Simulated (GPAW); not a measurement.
# Near-edge structure at the Ti K edge of TiSi2 (Cmcm), part 3 of 4

Aim: the dependence of the Ti K near-edge features of TiSi2 (Cmcm) on volume.

GPAW 26.7.0; X-ray absorption from dipole matrix elements to empty bands, plane-wave PAW LDA.

So far. Step 4 (Spectrum with XCH, Ti atom 1): Main maxima below 30 eV (height): 4.3 eV (1.06), 9.0 eV (1.24), 15.5 eV (1.24) and 22.0 eV (1.76). A K edge sees empty p states, which here mix into the lowest empty bands, so that weight starts at the zero. Step 4 (Spectrum with XCH, Ti atom 1): The total-energy difference is 4969.88 eV. One term is added: -22.68 eV, since the hole is spin-paired here and a spin-polarised one costs that much less in the free atom (computed apart).

## Step 6: Spectrum with XCH, Ti atom 1

Shorter bonds are expected to push antibonding states and scattering resonances up, and longer ones down; the cell is scaled to test that.

Changed against the first core-hole run: volume scale from 1 to 0.94.

xas.py reads:

```python
import numpy as np
from ase import Atoms
from ase.parallel import parprint, paropen
from gpaw import GPAW, PW, FermiDirac, Mixer, MixerDif, setup_paths
from gpaw.test import gen
setup_paths.insert(0, '.')
gen('Ti', name='fch1s', xcname='LDA', corehole=(1, 0, 1), write_xml=True)
from gpaw.mpi import world
world.barrier()

atoms = Atoms('Ti4Si8',
    cell=[[3.45814473, 0, 3.4923949],
     [-3.45814473, 0, 3.4923949],
     [1.72907236, -6.6212983, 0]],
    scaled_positions=[[0.57344096, 0.67655904, 0.20623616],
     [0.07344096, 0.17655904, 0.20623616],
     [0.42655904, 0.32344096, 0.79376384],
     [0.92655904, 0.82344096, 0.79376384],
     [0.24984259, 0.00015741, 0.50062964],
     [0.74984259, 0.50015741, 0.50062964],
     [0.75015741, 0.99984259, 0.49937036],
     [0.25015741, 0.49984259, 0.49937036],
     [0.40412572, 0.84587428, 0.8834971],
     [0.90412572, 0.34587428, 0.8834971],
     [0.59587428, 0.15412572, 0.1165029],
     [0.09587427, 0.65412572, 0.1165029]],
    pbc=True)
atoms.calc = calc = GPAW(legacy_gpaw=True, mode=PW(430, force_complex_dtype=True), xc='LDA', setups={0: 'fch1s'},
    kpts={'size': (5, 5, 4), 'gamma': True}, occupations=FermiDirac(0.1),
    charge=-1, mixer=Mixer(0.1, 5, 50), maxiter=150,
    convergence={'density': 0.0001, 'eigenstates': 1e-6}, txt='scf.txt')
energy = atoms.get_potential_energy() + calc.get_reference_energy()
ef = calc.get_fermi_level()
out = dict(energy=energy, fermi=ef, forces=atoms.get_forces().tolist())
parprint(f'all-electron energy {energy:.4f} eV, Fermi level {ef:.4f} eV')
ev = np.array([[calc.get_eigenvalues(k, s) for k in range(len(calc.get_ibz_k_points()))] for s in range(calc.get_number_of_spins())])
out['homo'], out['lumo'], out['counts'] = ev[ev < ef].max(), ev[ev > ef].min(), sorted(set((ev < ef).sum((0, 2)).tolist()))
out['filled'] = (ev[:, 0] < ef).sum(1).tolist()

from ase.units import Ha
from gpaw.xas import dipole_matrix_elements
nb = int(calc.get_number_of_electrons() / 2) + 118
top, nb = nb, nb + 8 + nb // 12
nscf = calc.fixed_density(kpts={'size': (7, 7, 5), 'gamma': True}, nbands=nb,
    convergence={'bands': top, 'eigenstates': 5e-3}, maxiter=60, txt='nscf.txt')
cell = atoms.cell.array
ops = [cell.T @ U.T @ np.linalg.inv(cell.T) for U in nscf.wfs.kd.symmetry.op_scc]
E = np.arange(-6, 34, 0.1)
fwhm = np.interp(E, [4, 25], [0.94, 3.5])
Y, X, zero, highest = 0, 0, 1e9, 1e9
for spin in range(nscf.get_number_of_spins()):
    wfs = nscf.wfs
    mine = wfs.bd.get_slice()  # this rank's bands
    A = dipole_matrix_elements(wfs.setups[0])
    eps = np.zeros((wfs.kd.nibzkpts, nb))
    d = np.zeros((3, A.shape[1], wfs.kd.nibzkpts, nb), complex)
    for kpt in wfs.kpt_u:
        if kpt.s == spin and 0 in kpt.P_ani:
            eps[kpt.k, mine] = kpt.eps_n * Ha
            d[:, :, kpt.k, mine] = (kpt.weight * wfs.nspins / 2) ** 0.5 * np.inner(A, kpt.P_ani[0])
    world.sum(eps)
    world.sum(d)
    T = np.einsum('amkn,bmkn->abkn', d, d.conj()).real
    T = sum(np.einsum('ai,ijkn,bj->abkn', R, T, R) for R in ops) / len(ops)
    empty = eps > ef
    zero, highest = min(zero, eps[empty].min()), min(highest, eps[:, top - 1].min())
    lines = [(eps, T, empty)] if spin == 0 else lines + [(eps, T, empty)]
for eps, T, empty in lines:
    f = np.einsum('aakn->akn', T).reshape(3, -1)
    x = eps.ravel() - zero
    w = np.interp(x, E, fwhm) / 2.35482
    g = np.exp(-0.5 * ((E[:, None] - x) / w) ** 2) / (w * (2 * np.pi) ** 0.5)
    Y = Y + (f * empty.ravel()) @ g.T
    X = X + (f * ~empty.ravel()) @ g.T
out.update(E=E.round(2).tolist(), xas=Y.tolist(), xes=X.tolist(), zero=zero, valid=highest - zero, nk=len(eps), nb=nb)
for i in range(0, len(E), 10):
    parprint(f'{E[i]:7.2f}', *(f'{v:10.3e}' for v in Y[:, i]))
import json
with paropen('out.json', 'w') as f:
    json.dump(out, f)
```

The run is started by

```
$ OMP_NUM_THREADS=1 mpirun -n 4 gpaw python xas.py
```

Numbers of over 12 decimals in the logs are rounded to 6 here.

The log of the run:

```text
Input parameters:
  charge: -1
  convergence: {density: 0.0001,
                eigenstates: 1e-06}
  kpts: {gamma: True,
         size: (5, 5, 4)}
  maxiter: 150
  mixer: {backend: pulay,
          beta: 0.1,
          method: separate,
          nmaxold: 5,
          weight: 50}
  mode: {ecut: 430.0,
         force_complex_dtype: True,
         name: pw}
  occupations: {fixmagmom: False,
[...]
*d    :     0.333350
--------------------------------

Diagonalizing with gridspacing h=0.050

state   all-electron     PAW
-------------------------------
3s:      -2.983269    -2.983558
3p:      -2.108060    -2.108705
3d:      -0.666650    -0.667242
*f:                   -0.026873
-------------------------------
all-electron energy -150680.9643 eV, Fermi level 10.6540 eV
[...]
32.00  3.889e-07  4.131e-07  4.110e-07
  33.00  3.497e-07  3.812e-07  3.446e-07
[key lines of the parts left out:]
Converged after 18 iterations.
Dipole moment: (0.076703, -0.106695, -0.030281) |e|*Ang
Free energy:    -97.877468
Fermi level: 10.65400
```

It took 2.8 min on 4 MPI ranks of AMD EPYC 9R14 (Zen 4), shared host; peak memory 0.81 GiB; 11 min of CPU time.

| E (eV) | first run | this run |
| --- | --- | --- |
| -2.0 | 0.00 | 0.00 |
| -1.0 | 0.00 | 0.00 |
| 0.0 | 0.11 | 0.11 |
| 1.0 | 0.46 | 0.48 |
| 2.0 | 0.54 | 0.56 |
| 3.0 | 0.76 | 0.80 |
| 4.0 | 1.03 | 1.07 |
| 5.0 | 1.02 | 1.13 |
| 6.0 | 1.04 | 1.09 |
| 7.0 | 1.09 | 1.11 |
| 8.0 | 1.15 | 1.14 |
| 9.0 | 1.24 | 1.19 |
| 10.0 | 1.12 | 1.19 |
| 11.0 | 0.87 | 0.99 |
| 12.0 | 0.77 | 0.81 |
| 13.0 | 0.87 | 0.81 |
| 14.0 | 1.08 | 0.96 |
| 15.0 | 1.23 | 1.16 |
| 16.0 | 1.23 | 1.24 |
| 17.0 | 1.18 | 1.21 |
| 18.0 | 1.18 | 1.15 |
| 19.0 | 1.31 | 1.18 |
| 20.0 | 1.53 | 1.33 |
| 21.0 | 1.71 | 1.56 |
| 22.0 | 1.76 | 1.73 |
| 23.0 | 1.73 | 1.79 |
| 24.0 | 1.65 | 1.78 |
| 25.0 | 1.56 | 1.73 |
| 26.0 | 1.48 | 1.67 |
| 27.0 | 1.39 | 1.60 |
| 28.0 | 1.27 | 1.51 |
| 29.0 | 1.13 | 1.40 |
| 30.0 | 0.99 | 1.25 |

Against the first run the r.m.s. difference is 10 %. The highest intensity below 24 eV goes from 22.0 eV (1.76) to 23.2 eV (1.79).

The photon energy of the zero moves by -0.18 eV.

## Step 7: Supercell without a hole, the energy reference

The cell changes for the next run, so it gets a reference energy of its own.

The cell differs from the one that the last finished run ended in (a 4.915 → 4.967 Å, b 4.915 → 4.967 Å, c 6.843 → 6.915 Å).

scf.py reads:

```python
import numpy as np
from ase import Atoms
from ase.parallel import parprint, paropen
from gpaw import GPAW, PW, FermiDirac, Mixer, MixerDif, setup_paths
from gpaw.test import gen
setup_paths.insert(0, '.')
gen('Ti', name='nch1s', xcname='LDA', corehole=(1, 0, 0), write_xml=True)
from gpaw.mpi import world
world.barrier()

atoms = Atoms('Ti4Si8',
    cell=[[3.49454892, 0, 3.52915965],
     [-3.49454892, 0, 3.52915965],
     [1.74727446, -6.6910013, 0]],
    scaled_positions=[[0.57344096, 0.67655904, 0.20623616],
     [0.07344096, 0.17655904, 0.20623616],
     [0.42655904, 0.32344096, 0.79376384],
     [0.92655904, 0.82344096, 0.79376384],
     [0.24984259, 0.00015741, 0.50062964],
     [0.74984259, 0.50015741, 0.50062964],
     [0.75015741, 0.99984259, 0.49937036],
     [0.25015741, 0.49984259, 0.49937036],
     [0.40412572, 0.84587428, 0.8834971],
     [0.90412572, 0.34587428, 0.8834971],
     [0.59587428, 0.15412572, 0.1165029],
     [0.09587427, 0.65412572, 0.1165029]],
    pbc=True)
atoms.calc = calc = GPAW(legacy_gpaw=True, mode=PW(430, force_complex_dtype=True), xc='LDA', setups={0: 'nch1s'},
    kpts={'size': (5, 5, 4), 'gamma': True}, occupations=FermiDirac(0.1),
    charge=0, mixer=Mixer(0.1, 5, 50), maxiter=150,
    convergence={'density': 0.0001, 'eigenstates': 1e-6}, txt='scf.txt')
energy = atoms.get_potential_energy() + calc.get_reference_energy()
ef = calc.get_fermi_level()
out = dict(energy=energy, fermi=ef, forces=atoms.get_forces().tolist())
parprint(f'all-electron energy {energy:.4f} eV, Fermi level {ef:.4f} eV')
ev = np.array([[calc.get_eigenvalues(k, s) for k in range(len(calc.get_ibz_k_points()))] for s in range(calc.get_number_of_spins())])
out['homo'], out['lumo'], out['counts'] = ev[ev < ef].max(), ev[ev > ef].min(), sorted(set((ev < ef).sum((0, 2)).tolist()))
out['filled'] = (ev[:, 0] < ef).sum(1).tolist()
import json
with paropen('out.json', 'w') as f:
    json.dump(out, f)
```

The run is started by

```
$ OMP_NUM_THREADS=1 mpirun -n 4 gpaw python scf.py
```

The log of the run:

```text
Input parameters:
  convergence: {density: 0.0001,
                eigenstates: 1e-06}
  kpts: {gamma: True,
         size: (5, 5, 4)}
  maxiter: 150
  mixer: {backend: pulay,
          beta: 0.1,
          method: separate,
          nmaxold: 5,
          weight: 50}
  mode: {ecut: 430.0,
         force_complex_dtype: True,
         name: pw}
  occupations: {fixmagmom: False,
                name: fermi-dirac,
[...]
4s(2) :    -0.168799     0.990650
3p(6) :    -1.425558     0.436626
4p(0) :    -0.056429     0.981035
3d(2) :    -0.164024     0.588737
*d    :     0.835976
--------------------------------

Diagonalizing with gridspacing h=0.050

state   all-electron     PAW
-------------------------------
3s:      -2.287902    -2.288205
3p:      -1.425558    -1.426242
3d:      -0.164024    -0.164519
*f:                    0.065395
-------------------------------
all-electron energy -155650.7369 eV, Fermi level 10.2418 eV
[key lines of the parts left out:]
Converged after 16 iterations.
Dipole moment: (-0.000000, -0.000000, 0.000000) |e|*Ang
Free energy:    -85.288205
Fermi level: 10.24183
```

The job ended after 34 s (4 MPI ranks; peak memory 0.29 GiB).

Reference energy: -155650.737 eV with the cores included.

## Step 8: Spectrum with XCH, Ti atom 1

Shorter bonds are expected to push antibonding states and scattering resonances up, and longer ones down; the cell is scaled to test that.

Changed against the first core-hole run: volume scale from 1 to 0.97.

Edit xas.py of step 6 so:

```diff
@@ -11,5 +11,5 @@
 atoms = Atoms('Ti4Si8',
-    cell=[[3.45814473, 0, 3.4923949],
-     [-3.45814473, 0, 3.4923949],
-     [1.72907236, -6.6212983, 0]],
+    cell=[[3.49454892, 0, 3.52915965],
+     [-3.49454892, 0, 3.52915965],
+     [1.74727446, -6.6910013, 0]],
     scaled_positions=[[0.57344096, 0.67655904, 0.20623616],
@@ -41,3 +41,3 @@
 from gpaw.xas import dipole_matrix_elements
-nb = int(calc.get_number_of_electrons() / 2) + 118
+nb = int(calc.get_number_of_electrons() / 2) + 121
 top, nb = nb, nb + 8 + nb // 12
```

The run is started by

```
$ OMP_NUM_THREADS=1 mpirun -n 4 gpaw python xas.py
```

The log of the run:

```text
Input parameters:
  charge: -1
  convergence: {density: 0.0001,
                eigenstates: 1e-06}
  kpts: {gamma: True,
         size: (5, 5, 4)}
  maxiter: 150
  mixer: {backend: pulay,
          beta: 0.1,
          method: separate,
          nmaxold: 5,
          weight: 50}
  mode: {ecut: 430.0,
         force_complex_dtype: True,
         name: pw}
  occupations: {fixmagmom: False,
[...]
*d    :     0.333350
--------------------------------

Diagonalizing with gridspacing h=0.050

state   all-electron     PAW
-------------------------------
3s:      -2.983269    -2.983558
3p:      -2.108060    -2.108705
3d:      -0.666650    -0.667242
*f:                   -0.026873
-------------------------------
all-electron energy -150680.9446 eV, Fermi level 10.2491 eV
[...]
32.00  3.583e-07  3.874e-07  3.611e-07
  33.00  3.325e-07  3.662e-07  3.096e-07
[key lines of the parts left out:]
Converged after 20 iterations.
Dipole moment: (0.078374, -0.111045, -0.031518) |e|*Ang
Free energy:    -97.860998
Fermi level: 10.24908
```

The job ended after 2.9 min (4 MPI ranks; peak memory 0.83 GiB).

| E (eV) | first run | this run |
| --- | --- | --- |
| -2.0 | 0.00 | 0.00 |
| -1.0 | 0.00 | 0.00 |
| 0.0 | 0.11 | 0.11 |
| 1.0 | 0.46 | 0.47 |
| 2.0 | 0.54 | 0.55 |
| 3.0 | 0.76 | 0.78 |
| 4.0 | 1.03 | 1.06 |
| 5.0 | 1.02 | 1.07 |
| 6.0 | 1.04 | 1.06 |
| 7.0 | 1.09 | 1.10 |
| 8.0 | 1.15 | 1.14 |
| 9.0 | 1.24 | 1.22 |
| 10.0 | 1.12 | 1.16 |
| 11.0 | 0.87 | 0.93 |
| 12.0 | 0.77 | 0.78 |
| 13.0 | 0.87 | 0.83 |
| 14.0 | 1.08 | 1.02 |
| 15.0 | 1.23 | 1.20 |
| 16.0 | 1.23 | 1.24 |
| 17.0 | 1.18 | 1.19 |
| 18.0 | 1.18 | 1.16 |
| 19.0 | 1.31 | 1.24 |
| 20.0 | 1.53 | 1.44 |
| 21.0 | 1.71 | 1.65 |
| 22.0 | 1.76 | 1.77 |
| 23.0 | 1.73 | 1.78 |
| 24.0 | 1.65 | 1.73 |
| 25.0 | 1.56 | 1.65 |
| 26.0 | 1.48 | 1.58 |
| 27.0 | 1.39 | 1.50 |
| 28.0 | 1.27 | 1.39 |
| 29.0 | 1.13 | 1.26 |
| 30.0 | 0.99 | 1.11 |

The scaled spectrum changes by 5 % r.m.s. The highest intensity below 24 eV goes from 22.0 eV (1.76) to 22.6 eV (1.78).

The photon energy of the zero moves by -0.09 eV.

## Step 9: Supercell without a hole, the energy reference

The cell changes for the next run, so it gets a reference energy of its own.

The cell differs from the one that the last finished run ended in (a 4.967 → 5.067 Å, b 4.967 → 5.067 Å, c 6.915 → 7.055 Å).

Edit scf.py of step 7 so:

```diff
@@ -11,5 +11,5 @@
 atoms = Atoms('Ti4Si8',
-    cell=[[3.49454892, 0, 3.52915965],
-     [-3.49454892, 0, 3.52915965],
-     [1.74727446, -6.6910013, 0]],
+    cell=[[3.5651649, 0, 3.60047502],
+     [-3.5651649, 0, 3.60047502],
+     [1.78258245, -6.82620947, 0]],
     scaled_positions=[[0.57344096, 0.67655904, 0.20623616],
```

The run is started by

```
$ OMP_NUM_THREADS=1 mpirun -n 4 gpaw python scf.py
```

The log of the run:

```text
Input parameters:
  convergence: {density: 0.0001,
                eigenstates: 1e-06}
  kpts: {gamma: True,
         size: (5, 5, 4)}
  maxiter: 150
  mixer: {backend: pulay,
          beta: 0.1,
          method: separate,
          nmaxold: 5,
          weight: 50}
  mode: {ecut: 430.0,
         force_complex_dtype: True,
         name: pw}
  occupations: {fixmagmom: False,
                name: fermi-dirac,
[...]
4s(2) :    -0.168799     0.990650
3p(6) :    -1.425558     0.436626
4p(0) :    -0.056429     0.981035
3d(2) :    -0.164024     0.588737
*d    :     0.835976
--------------------------------

Diagonalizing with gridspacing h=0.050

state   all-electron     PAW
-------------------------------
3s:      -2.287902    -2.288205
3p:      -1.425558    -1.426242
3d:      -0.164024    -0.164519
*f:                    0.065395
-------------------------------
all-electron energy -155650.4510 eV, Fermi level 9.5061 eV
[key lines of the parts left out:]
Converged after 22 iterations.
Dipole moment: (-0.000000, 0.000000, -0.000000) |e|*Ang
Free energy:    -85.007547
Fermi level: 9.50613
```

Elapsed: 42 s, on 4 MPI ranks; peak memory 0.3 GiB; 2.8 min of CPU time.

Reference energy: -155650.451 eV with the cores included.

## Step 10: Spectrum with XCH, Ti atom 1

Shorter bonds are expected to push antibonding states and scattering resonances up, and longer ones down; the cell is scaled to test that.

Changed against the first core-hole run: volume scale from 1 to 1.03.

Edit xas.py of step 8 so:

```diff
@@ -11,5 +11,5 @@
 atoms = Atoms('Ti4Si8',
-    cell=[[3.49454892, 0, 3.52915965],
-     [-3.49454892, 0, 3.52915965],
-     [1.74727446, -6.6910013, 0]],
+    cell=[[3.5651649, 0, 3.60047502],
+     [-3.5651649, 0, 3.60047502],
+     [1.78258245, -6.82620947, 0]],
     scaled_positions=[[0.57344096, 0.67655904, 0.20623616],
@@ -41,3 +41,3 @@
 from gpaw.xas import dipole_matrix_elements
-nb = int(calc.get_number_of_electrons() / 2) + 121
+nb = int(calc.get_number_of_electrons() / 2) + 127
 top, nb = nb, nb + 8 + nb // 12
```

The run is started by

```
$ OMP_NUM_THREADS=1 mpirun -n 4 gpaw python xas.py
```

The log of the run:

```text
Input parameters:
  charge: -1
  convergence: {density: 0.0001,
                eigenstates: 1e-06}
  kpts: {gamma: True,
         size: (5, 5, 4)}
  maxiter: 150
  mixer: {backend: pulay,
          beta: 0.1,
          method: separate,
          nmaxold: 5,
          weight: 50}
  mode: {ecut: 430.0,
         force_complex_dtype: True,
         name: pw}
  occupations: {fixmagmom: False,
[...]
*d    :     0.333350
--------------------------------

Diagonalizing with gridspacing h=0.050

state   all-electron     PAW
-------------------------------
3s:      -2.983269    -2.983558
3p:      -2.108060    -2.108705
3d:      -0.666650    -0.667242
*f:                   -0.026873
-------------------------------
all-electron energy -150680.4933 eV, Fermi level 9.4994 eV
[...]
32.00  3.307e-07  3.611e-07  2.968e-07
  33.00  3.215e-07  3.426e-07  2.763e-07
[key lines of the parts left out:]
Converged after 19 iterations.
Dipole moment: (0.081759, -0.119292, -0.034711) |e|*Ang
Free energy:    -97.416511
Fermi level: 9.49937
```

The job ended after 2.9 min (4 MPI ranks; peak memory 0.88 GiB).

| E (eV) | first run | this run |
| --- | --- | --- |
| -2.0 | 0.00 | 0.00 |
| -1.0 | 0.00 | 0.00 |
| 0.0 | 0.11 | 0.11 |
| 1.0 | 0.46 | 0.45 |
| 2.0 | 0.54 | 0.54 |
| 3.0 | 0.76 | 0.74 |
| 4.0 | 1.03 | 1.00 |
| 5.0 | 1.02 | 0.97 |
| 6.0 | 1.04 | 1.02 |
| 7.0 | 1.09 | 1.09 |
| 8.0 | 1.15 | 1.17 |
| 9.0 | 1.24 | 1.24 |
| 10.0 | 1.12 | 1.06 |
| 11.0 | 0.87 | 0.82 |
| 12.0 | 0.77 | 0.77 |
| 13.0 | 0.87 | 0.91 |
| 14.0 | 1.08 | 1.13 |
| 15.0 | 1.23 | 1.23 |
| 16.0 | 1.23 | 1.21 |
| 17.0 | 1.18 | 1.17 |
| 18.0 | 1.18 | 1.22 |
| 19.0 | 1.31 | 1.39 |
| 20.0 | 1.53 | 1.60 |
| 21.0 | 1.71 | 1.72 |
| 22.0 | 1.76 | 1.72 |
| 23.0 | 1.73 | 1.65 |
| 24.0 | 1.65 | 1.56 |
| 25.0 | 1.56 | 1.47 |
| 26.0 | 1.48 | 1.37 |
| 27.0 | 1.39 | 1.27 |
| 28.0 | 1.27 | 1.14 |
| 29.0 | 1.13 | 1.01 |
| 30.0 | 0.99 | 0.89 |

The scaled spectrum changes by 5 % r.m.s. The highest intensity below 24 eV goes from 22.0 eV (1.76) to 21.4 eV (1.73).

The photon energy of the zero moves by +0.08 eV.

## Step 11: Supercell without a hole, the energy reference

The cell changes for the next run, so it gets a reference energy of its own.

The cell differs from the one that the last finished run ended in (a 5.067 → 5.116 Å, b 5.067 → 5.116 Å, c 7.055 → 7.123 Å).

Edit scf.py of step 9 so:

```diff
@@ -11,5 +11,5 @@
 atoms = Atoms('Ti4Si8',
-    cell=[[3.5651649, 0, 3.60047502],
-     [-3.5651649, 0, 3.60047502],
-     [1.78258245, -6.82620947, 0]],
+    cell=[[3.59944743, 0, 3.63509709],
+     [-3.59944743, 0, 3.63509709],
+     [1.79972372, -6.89185012, 0]],
     scaled_positions=[[0.57344096, 0.67655904, 0.20623616],
```

The run is started by

```
$ OMP_NUM_THREADS=1 mpirun -n 4 gpaw python scf.py
```

The log of the run:

```text
Input parameters:
  convergence: {density: 0.0001,
                eigenstates: 1e-06}
  kpts: {gamma: True,
         size: (5, 5, 4)}
  maxiter: 150
  mixer: {backend: pulay,
          beta: 0.1,
          method: separate,
          nmaxold: 5,
          weight: 50}
  mode: {ecut: 430.0,
         force_complex_dtype: True,
         name: pw}
  occupations: {fixmagmom: False,
                name: fermi-dirac,
[...]
4s(2) :    -0.168799     0.990650
3p(6) :    -1.425558     0.436626
4p(0) :    -0.056429     0.981035
3d(2) :    -0.164024     0.588737
*d    :     0.835976
--------------------------------

Diagonalizing with gridspacing h=0.050

state   all-electron     PAW
-------------------------------
3s:      -2.287902    -2.288205
3p:      -1.425558    -1.426242
3d:      -0.164024    -0.164519
*f:                    0.065395
-------------------------------
all-electron energy -155650.1337 eV, Fermi level 9.1642 eV
[key lines of the parts left out:]
Converged after 23 iterations.
Dipole moment: (-0.000000, 0.000000, -0.000000) |e|*Ang
Free energy:    -84.693009
Fermi level: 9.16417
```

Wall time 43 s (4 MPI ranks); peak memory 0.3 GiB.

Reference energy: -155650.134 eV with the cores included.

(Continued in part 4 of 4.)

[Banner, clock and machine lines of the logs are left out without a mark of their own.]

[Logs are printed without paths, hosts, clocks, repeated set-up lines and the standing remarks that a program may print on its own settings, such as how far it seeks lower states.]

[Hosts, paths, dates, database ids (printed as entryN), source tags and the programs' standing remarks are cut or masked in the printed files.]

[Lists of maxima count a maximum above −3 eV only where it reaches 4 % of the highest in the window and stands out from its surroundings by 2 % of it (1.5 % where it reaches 55 %); shoulders and weaker maxima are passed over, and of the rest the first, up to two pre-edge ones and the few strongest are named.]
